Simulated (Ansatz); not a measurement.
# TiSn (model cell, started as layered BN type): phonons and vibrational spectra

Aim: the phonons of TiSn (model cell, started as layered BN type) at a cell relaxed beforehand at this level. After the zone centre comes a 2×2×1 q mesh on a 10×10×6 k mesh.

Calculated with Ansatz 0.2.0; DFT PBE, scalar-relativistic, plane waves, PAW.

The structure was built from a prototype and need not be the compound's stable phase.

### 1. The structure

It takes space group P6_3/mmc (No. 194, hexagonal). Conventional cell: a = 4.802 Å, b = 4.802 Å, c = 5.465 Å, α = 90.00°, β = 90.00°, γ = 120.00°. Nearest to Ti lie 5 Sn at 2.73 to 2.77 Å. Sn has 5 Ti at 2.73 to 2.77 Å nearest. Farther neighbours are not listed.

### 2. Modes at Γ

The cell comes from relaxations at this level that are not shown. The zone centre comes first: it holds the modes that light can see, as far as symmetry allows. No field response is asked, since the mesh shows no gap.

The input, input.yaml:

```yaml
crystal:
  lattice:
    - [4.8023495683, 3.1016e-06, 0.0]
    - [-2.4011774702, 4.1589551732, 0.0]
    - [0.0, 0.0, 5.4649923184]
  atoms:
    - { symbol: Ti, position: [0.3333333333, 0.6666666667, 0.25] }
    - { symbol: Ti, position: [0.6666666667, 0.3333333333, 0.75] }
    - { symbol: Sn, position: [0.6666666667, 0.3333333333, 0.25] }
    - { symbol: Sn, position: [0.3333333333, 0.6666666667, 0.75] }
kpoints:
  mp_grid: { grid: [10, 10, 6] }
hamiltonian:
  xc: pbe
scf:
  occupations: { method: methfessel_paxton, width: 0.15 }
output:
  eigenvalues: true
phonons:
  method: dfpt
```

Launch:

```
> ansatz run input.yaml --threads 4 --pin off --max-ram 7168MiB --backend cpu --events-out ev --progress --plain --runs-dir out
```

Numbers of over 12 decimals in the logs are rounded to 6 here.

What it wrote:

```text
Engine: ansatz 0.2.0, aarch64-unknown-linux-gnu
Pseudopotentials: kind: paw
Pseudopotential: Ti, paw, valence charge 12, recommended cutoff 420 eV (normal), Ti.paw.azcp
Pseudopotential: Sn, paw, valence charge 14, recommended cutoff 420 eV (normal), Sn.paw.azcp
Functional definition: PBE
  parameter kappa = 0.804
  parameter beta = 0.066725
  exchange = pbe_x(kappa = kappa, mu = beta*pi^2/3)
  correlation = pbe_c(beta = beta)
Crystal: 4 atoms, lattice volume = 109.151 Å³
Basis set: ecut = 420 eV, 2119 PW (Γ), exchange–correlation on 72×72×80 points (8 copies of the dense FFT grid, shifted against one another)
Bands: 32, of which v1, the nominal top of the filled ones, is band 26 counted from 1 (25 counted from 0)
Symmetry: 24 space group operations
k-points: 172 of 600 (irreducible under 2 space group operations, time reversal used)
Non-local potential: Ti, projectors of the file, l = 0: 3, l = 1: 2, l = 2: 3, l = 3: 1
Non-local potential: Sn, projectors of the file, l = 0: 2, l = 1: 2, l = 2: 2, l = 3: 2
PAW form: soft (Blöchl's): semilocal exchange-correlation on the pseudo side does not see the compensation charge
PAW one-centre angular grid: Ti, 590 points (default); XC on 64 Gauss nodes
PAW one-centre angular grid: Sn, 590 points (default); XC on 64 Gauss nodes
Initial density: superposition of atomic densities (neutral atoms: chi_scale 0, normalization atom), corrected by the library's trained network
Initial wavefunctions: pseudopotential atomic-orbital guess
Functional: x = pbe(κ = 0.804, μ = 0.219515), c = pbe(β = 0.066725)
SCF iter   1: F=—  HF=-17046.840618 eV  |F-HF|=—  |Δ(HF+E_count)|=         —  Δρ=7.75e-3  dr2=8.28e-2  ethr=1.77e-3  ⟨swp⟩=6.0  Hψ=23254  notcnv=0
preconditioner: auto → LDOS  [metal: Δε(μ)=0.047 eV  Ē_g=13.894 eV  σ=0.150 eV  W_gap=0.26  n_scr=22 (ndim 8)  ℏωp=21.3 eV  f_vac=0.065  D(μ)=1.37/eV (n_scr^D=2)  β→1.0]
SCF iter   2: F=—  HF=-17046.853018 eV  |F-HF|=—  |Δ(HF+E_count)|=   1.24e-2  S|Δr|=    0.00e0  Δρ=1.04e-2  dr2=1.60e-1  ethr=1.59e-4  ⟨swp⟩=2.1  Hψ=12192  notcnv=0  defer=33
SCF iter   3: F=—  HF=-17046.824694 eV  |F-HF|=—  |Δ(HF+E_count)|=   2.83e-2  S|Δr|=    0.00e0  Δρ=1.87e-3  dr2=4.60e-3  ethr=1.59e-4  ⟨swp⟩=2.5  Hψ=9777  notcnv=0  defer=33
SCF iter   4: F=—  HF=-17046.823809 eV  |F-HF|=—  |Δ(HF+E_count)|=   8.85e-4  S|Δr|=    0.00e0  Δρ=2.31e-4  dr2=6.56e-5  ethr=8.85e-6  ⟨swp⟩=2.0  Hψ=6414  notcnv=0  defer=33
SCF iter   5: F=—  HF=-17046.823813 eV  |F-HF|=—  |Δ(HF+E_count)|=   4.21e-6  S|Δr|=    0.00e0  Δρ=3.54e-5  dr2=1.23e-6  ethr=1.26e-7  ⟨swp⟩=2.0  Hψ=9259  notcnv=0  defer=33
SCF iter   6: F=—  HF=-17046.823810 eV  |F-HF|=—  |Δ(HF+E_count)|=   3.20e-6  S|Δr|=    0.00e0  Δρ=5.82e-6  dr2=2.56e-8  ethr=2.36e-9  ⟨swp⟩=2.0  Hψ=6832  notcnv=0  defer=11
SCF iter   7: F=—  HF=-17046.823810 eV  |F-HF|=—  |Δ(HF+E_count)|=   5.08e-9  S|Δr|=    0.00e0  Δρ=1.25e-6  dr2=1.34e-9  ethr=4.92e-11  ⟨swp⟩=2.0  Hψ=9431  notcnv=0  defer=11
SCF iter   8: F=—  HF=-17046.823810 eV  |F-HF|=—  |Δ(HF+E_count)|=  7.86e-10  S|Δr|=    0.00e0  Δρ=1.30e-7  dr2=1.25e-11  ethr=2.59e-12  ⟨swp⟩=2.0  Hψ=8571  notcnv=0  defer=11
SCF iter   9: F=-17046.823810 eV  HF=-17046.823810 eV  |F-HF|=3.64e-12  |Δ(HF+E_count)|=  2.18e-11  S|Δr|=    0.00e0  Δρ=3.44e-8  dr2=6.15e-13  ethr=1.00e-12  ⟨swp⟩=6.6  Hψ=22726  notcnv=0
SCF 1 converged in 9 iterations: F = -17046.823810 eV  dr2 = 6.15e-13
  greatest PAW one-centre occupation: 0.999 electrons in one spin orbital (limit 2), on the Ti atom at site 1 (counted from 0), in its partial waves of l = 0
DFPT response loops at Γ: preconditioner auto → Kerker (q_TF=auto, 2.411 Å⁻¹) (partly filled bands, converged f_vac=0.061); β = 1.00, the filter's whole step (`scf.mixing.beta` (0.50) is not read by the response loops under this deck's `scf.mixing.preconditioner`; to damp them name `kerker` or `kerker_dos`, under which they read `scf.mixing.beta`, and type it under 1.00, their step now; both keys bind the ground state too); Broyden in place of MSR1
SCF converged after 9 iterations
Stability not checked: this state was not tested for a lower state beside it, because cold or Methfessel-Paxton smearing, or corrected tetrahedra, fill the levels in a way that the test cannot read (fill_not_monotonic; see scf.lower_state_search)
Free energy (F): -17046.823810 eV
Harris-Foulkes:  -17046.823810 eV  (|F-HF|=3.64e-12)
Internal energy: -17046.825404 eV  (E = F + TS)
E sigma→0 (E₀):  -17046.824208 eV
Entropy (-TS):   0.001594 eV (0.399 meV/atom)
Fermi energy:    8.559171 eV
--- Per-component energies (eV) ---
  E_band       = -642.459638
  E_kinetic    = 917.409746
  E_local      = -4467.128468  (includes V_loc(G=0)·N_el)
  E_nonlocal   = -44.851652
  E_hartree    = 2221.583372
  E_xc         = -957.829523
  E_vxc        = -433.347930  (∫ρ·V_xc dr)
  E_paw        = -10371.161992  (= ΣΔE_a)
  E_vpaw       = -1057.708348  (= ΣTr[D̂ρ^β])
  E_aug_tail   = 0.000259  (compensation charges beyond the density's cutoff)
  E_ewald      = -4344.847147
  E_smearing   = 0.001594  (= −TS)
  E_closure    = 0.000000  (closes the sum)
  Σ components = -17046.823810   (vs F -17046.823810, Δ=0.00e0)
--- Band table (eV; the first three rows and the last of 172) ---
  k-point 0: bands = [... 22 lower, 7.0499, 7.5580, 7.5580, 8.7546, 8.7546, 9.2890, 9.7158, 9.7158, ... 2 higher]
  k-point 1: bands = [... 22 lower, 7.0250, 7.4256, 7.4256, 8.8845, 8.9258, 8.9258, 9.7381, 9.7381, ... 2 higher]
  k-point 2: bands = [... 22 lower, 6.9965, 7.1987, 7.1987, 7.9349, 9.2573, 9.2573, 9.7159, 9.7159, ... 2 higher]
  k-point 171: bands = [... 22 lower, 7.0112, 7.5489, 7.9738, 8.0380, 8.8764, 9.0195, 9.4212, 9.5298, ... 2 higher]
--- Phonons (Γ-DFPT): 4 representative perturbations + reference, on 172 of 600 k-points (Σ response iterations 12) ---
  k mesh reduced under 2 symmetry operations, with k and −k counted as one. Each operation leaves every solved perturbation unchanged. A smaller set is not used because it would not reduce the number of displacements times k-points to solve
  ASR residual: 2.734e-5 → 0.000e0 eV/Å²; symmetrization residual: 1.605e-4 eV/Å²
  ASR residual per site (eV/Å²): 2.73e-5 2.73e-5 1.37e-5 1.37e-5
  Γ frequencies (cm⁻¹): 0.00 0.00 0.00 46.33 74.88 74.88 212.19 212.19 215.98 215.98 255.78 264.94
  non-analytic LO–TO correction: not included (Born effective charges unavailable; polar crystals: no LO–TO splitting at Γ)
```

Run time: 75 s. Hardware: 4 threads of Arm Neoverse V2, shared host; peak memory 2.3 GiB.

In the SCF lines HF is the Harris–Foulkes energy and dr2 the Hartree energy of the density residual, in eV; the loop may stop once dr2 is under the threshold and the program's other checks hold. Hψ counts applications of the Hamiltonian.

Numbers from this step:

* volume per atom: 27.29 Å³
* gap on the k-mesh: 0 eV
* sum-rule residual before enforcement: 2.73e-5 eV/Å²
* point group: 6/mmm
* highest optical mode at the zone centre (no LO-TO term): 264.9 cm⁻¹
* lowest optical zone-centre mode: 46.33 cm⁻¹

Patterns of degenerate modes are one choice out of their space. The modes at Γ (shares of kinetic energy by element, %):

```csv
mode,frequency (cm⁻¹),symmetry,Ti %,Sn %
1,0.0,acoustic,29,71
2,0.0,acoustic,29,71
3,0.0,acoustic,29,71
4,46.3,B1g,33,67
5,74.9,E2g,25,75
6,74.9,E2g,25,75
7,212.2,E2g,75,25
8,212.2,E2g,75,25
9,216.0,E1u,71,29
10,216.0,E1u,71,29
11,255.8,A2u,71,29
12,264.9,B1g,67,33
```

Displacements in mode 4 (46.3 cm⁻¹), the largest set to 1:
```
Ti1  0.00  0.00  1.00
Ti2  0.00  0.00 -1.00
Sn3  0.00  0.00 -0.90
Sn4  0.00  0.00  0.90
```

Displacements in mode 5 (74.9 cm⁻¹), the largest set to 1:
```
Ti1  0.04 -0.90  0.00
Ti2 -0.04  0.90  0.00
Sn3  0.05 -1.00  0.00
Sn4 -0.05  1.00  0.00
```

Before it was imposed, the acoustic sum rule was missed by 2.7e-5 eV/Å². Small misses are needed for a sound result but don't prove that mesh and cutoff are converged. The lowest optical mode is real, 46.3 cm⁻¹.

### 3. The dispersion

The mesh has a single point along some directions, so zone-edge points there are not solved. Linear response on a 2×2×1 q mesh gives force constants as far as a supercell of that size would.

input.yaml, as its differences from that of step 2:

```diff
@@ -20 +20,9 @@
   method: dfpt
+  qmesh: [2, 2, 1]
+  temperatures: { t_max: 1000, t_step: 50 }
+  qpath:
+    path:
+      - [[0.0, 0.0, 0.0], [0.5, 0.0, 0.0], [0.33333333, 0.33333333, 0.0], [0.0, 0.0, 0.0], [0.0, 0.0, 0.5], [0.5, 0.0, 0.5], [0.33333333, 0.33333333, 0.5], [0.0, 0.0, 0.5]]
+      - [[0.5, 0.0, 0.5], [0.5, 0.0, 0.0]]
+      - [[0.33333333, 0.33333333, 0.5], [0.33333333, 0.33333333, 0.0]]
+    npoints: 10
```

What it wrote:

```text
[...]
Crystal: 4 atoms, lattice volume = 109.151 Å³
Basis set: ecut = 420 eV, 2119 PW (Γ), exchange–correlation on 72×72×80 points (8 copies of the dense FFT grid, shifted against one another)
Bands: 32, of which v1, the nominal top of the filled ones, is band 26 counted from 1 (25 counted from 0)
[... 1 set-up line as in the run before ...]
k-points: 56 of 600
[...]
SCF iter   1: F=—  HF=-17046.840638 eV  |F-HF|=—  |Δ(HF+E_count)|=         —  Δρ=7.75e-3  dr2=8.28e-2  ethr=1.77e-3  ⟨swp⟩=6.0  Hψ=7636  notcnv=0
[...]
SCF iter   9: F=-17046.823810 eV  HF=-17046.823810 eV  |F-HF|=3.64e-12  |Δ(HF+E_count)|=  1.82e-11  S|Δr|=    0.00e0  Δρ=3.38e-8  dr2=5.99e-13  ethr=1.00e-12  ⟨swp⟩=6.9  Hψ=7463  notcnv=0
SCF 1 converged in 9 iterations: F = -17046.823810 eV  dr2 = 5.99e-13
[...]
phonons: the bands overlap, so this run is a metal and interpolates without the dipole-dipole term. If the crystal is really an insulator or semiconductor, its LO-TO splitting is missing
NSCF: frozen V_eff on 56 k-points
[...]
DFPT response loops at q = (0, 0, 0) (fractional): preconditioner auto → Kerker (q_TF=auto, 2.411 Å⁻¹) (partly filled bands, converged f_vac=0.061); β = 1.00, the filter's whole step (`scf.mixing.beta` (0.50) is not read by the response loops under this deck's `scf.mixing.preconditioner`; to damp them name `kerker` or `kerker_dos`, under which they read `scf.mixing.beta`, and type it under 1.00, their step now; both keys bind the ground state too); Broyden in place of MSR1
[...]
SCF converged after 9 iterations
[...]
Free energy (F): -17046.823810 eV
[...]
Internal energy: -17046.825404 eV  (E = F + TS)
E sigma→0 (E₀):  -17046.824208 eV
Entropy (-TS):   0.001594 eV (0.399 meV/atom)
Fermi energy:    8.559171 eV
[...]
--- Band table (eV; the first three rows and the last of 56) ---
  k-point 0: bands = [... 22 lower, 7.0499, 7.5580, 7.5580, 8.7546, 8.7546, 9.2890, 9.7158, 9.7158, ... 2 higher]
  k-point 1: bands = [... 22 lower, 7.0250, 7.4256, 7.4256, 8.8845, 8.9258, 8.9258, 9.7381, 9.7381, ... 2 higher]
  k-point 2: bands = [... 22 lower, 6.9965, 7.1987, 7.1987, 7.9349, 9.2573, 9.2573, 9.7159, 9.7159, ... 2 higher]
  k-point 55: bands = [... 22 lower, 6.8195, 6.8195, 7.9247, 7.9247, 8.9100, 8.9100, 9.5790, 9.5790, ... 2 higher]
--- Phonons (Γ-DFPT): 4 representative perturbations + reference (Σ response iterations 12) ---
  ASR residual: 3.358e-5 → 0.000e0 eV/Å²; symmetrization residual: 1.166e-5 eV/Å²
  ASR residual per site (eV/Å²): 2.33e-5 2.33e-5 3.36e-5 3.36e-5
[...]
--- Phonons (arbitrary-q DFPT): 2 irreducible q on the 2×2×1 mesh ---
  q = [0.0000, 0.0000, 0.0000] (star 1, of the zone-centre solve; hermiticity 2.46e-6, symmetrization 1.81e-7): -0.00 0.00 0.00 46.33 74.88 74.88 212.19 212.19 215.98 215.98 255.78 264.94
  q = [0.0000, -0.5000, 0.0000] (star 3, 6 solved perturbations in 1080 linear systems a pass and spin channel, the states on 208 of 600 k-point pairs; hermiticity 1.71e-6, symmetrization 6.30e-7): 10.50 28.03 42.85 69.19 110.82 120.30 195.21 203.99 218.19 228.78 266.65 269.96
  sum rule: each row above includes the acoustic sum rule's correction from the zone centre's row sums; it moved no ω² by more than (0.36 cm⁻¹)²
  mesh force constants: q→R imaginary residual 1.18e-17; ASR residual 3.358e-5 → 0.000e0 eV/Å²; symmetrization residual 5.329e-15 eV/Å²
  interpolated dispersion: 93 rows × 12 modes
  density of states and harmonic sums: on the 16×16×11 q-mesh, interpolated from the force constants of a 2×2×1 supercell (no non-analytic term)
  largest difference from the sums on the solved wave vectors: F 2.41e-2 eV, S 1.00e-4 and C_V 6.45e-5 eV/K
  zero-point energy: 0.113550 eV/cell   skipped modes (ω ≤ 0): 3   left out of the sums: 8.88e-5 of the cell's modes: C_V's classical limit lies that fraction below 3 k_B per atom; for a crystal, a wire or a layer, F and S can be off by more, and a phonons.interpolated_qmesh denser along its periods is the remedy for the sampling
```

Elapsed: 2.7 min, on 4 threads; peak memory 2.1 GiB; 10 min of CPU time.

Numbers from this step:

| Item | Value |
| --- | --- |
| sum-rule residual before enforcement | 3.36e-5 eV/Å² |
| lowest mode on the q mesh (acoustic modes at Γ apart) | 10.5 cm⁻¹ |
| highest frequency at a solved wavevector (no LO-TO term at Γ) | 270.0 cm⁻¹ |

Frequencies (cm⁻¹) solved at each irreducible wavevector; negative means imaginary. Frequencies by wavevector, by row:

```csv
q in reciprocal lattice units,star,mode 1,mode 2,mode 3,mode 4,mode 10,mode 11,mode 12
0 0 0,1,0,0,0,46.3,216,255.8,264.9
0 -0.5 0,3,10.5,28,42.9,69.2,228.8,266.6,270
```

Symmetry leaves 2 wavevectors to solve. The lowest mode among them, the acoustic zeros apart, lies at q = (0, -0.5, 0) and is real, 10.5 cm⁻¹.

### 4. Isotope substitution, element Sn, natural mass 118.71 amu

An isotope changes the mass and not the force constants, so no new electronic calculation is needed; the shifts show which modes move this element.

The same force constants with the mass of Sn changed from 118.710 to 123.905 u (phonopy, no LO-TO term). Both lists are sorted by frequency; levels can cross, so a row need not hold one and the same mode. Modes under 3 cm⁻¹ are left out. Isotope shifts, by row:

```csv
q,rank,natural mass (cm⁻¹),changed mass (cm⁻¹)
0 0 0,4,46.33,45.66
0 0 0,5,74.88,73.68
0 0 0,6,74.88,73.68
0 0 0,7,212.2,211.1
0 0 0,8,212.2,211.1
0 0 0,9,216,214.7
0 0 0,10,216,214.7
0 0 0,11,255.8,254.2
0 0 0,12,264.9,263.1
0 -0.5 0,1,10.5,10.33
0 -0.5 0,2,28.03,27.6
0 -0.5 0,3,42.85,42.21
0 -0.5 0,4,69.19,68.08
0 -0.5 0,5,110.8,108.7
0 -0.5 0,6,120.3,117.9
0 -0.5 0,7,195.2,194.9
0 -0.5 0,8,204,203.6
0 -0.5 0,9,218.2,217.1
0 -0.5 0,10,228.8,227.6
0 -0.5 0,11,266.6,264.9
0 -0.5 0,12,270,268.3
```

A mode of this element alone would shift by -2.12 %. The highest zone-centre frequency without the field goes from 264.9 to 263.1 cm⁻¹ (-0.7 %). The product of the frequency ratios over all optical modes at Γ is 0.921; the product rule, (m/m′)^(3k/2) (M′/M)^(3/2) with k = 2 such atoms and M the mass of the cell, gives 0.921.

### 5. Another isotope, element Ti, natural mass 47.867 amu

The same for Ti, from 47.87 to 49.94 u.

A mode of this element alone would shift by -2.10 %. The highest zone-centre frequency without the field goes from 264.9 to 261.2 cm⁻¹ (-1.4 %). The product of the frequency ratios over all optical modes at Γ is 0.897; the product rule, (m/m′)^(3k/2) (M′/M)^(3/2) with k = 2 such atoms and M the mass of the cell, gives 0.897.

### 6. Outcome

| Quantity | Value |
| --- | --- |
| space group (within 0.01 Å) | P6_3/mmc |
| volume per atom | 27.3 Å³ |
| electronic character | no gap on this mesh |
| highest optical mode at the zone centre (no LO-TO term) | 265 cm⁻¹ |
| lowest optical zone-centre mode | 46.3 cm⁻¹ |
| lowest mode on the q mesh (acoustic modes at Γ apart) | 10.5 cm⁻¹ |
| imaginary modes on the 2×2×1 q mesh | none |

**Reading.** The structure is a minimum as far as tested: no mode is imaginary at the 2 irreducible wavevectors of the 2×2×1 mesh, and the softest away from the acoustic zeros lies at 10 cm⁻¹. The optical modes at Γ span 46 to 265 cm⁻¹. The highest mode in this list at Γ, 264.9 cm⁻¹, has its largest share on Ti (67 % of the kinetic energy). The q mesh is too sparse to interpolate, so only the solved wavevectors are given. With no gap, or one that is small against the smearing, the frequencies hang on the k mesh and the smearing, most of all near Kohn anomalies. Spin-orbit coupling is left out, which can matter for the heavy elements here. The starting cell was built on a prototype and not taken from a measurement, so the phase need not exist. These are harmonic frequencies at zero temperature: anharmonic shifts, linewidths and thermal expansion are left out.

[Logs are printed without paths, hosts, clocks, repeated set-up lines and the standing remarks that a program may print on its own settings, such as how far it seeks lower states.]

[Hosts, paths, dates, database ids (printed as entryN), source tags and the programs' standing remarks are cut or masked in the printed files.]
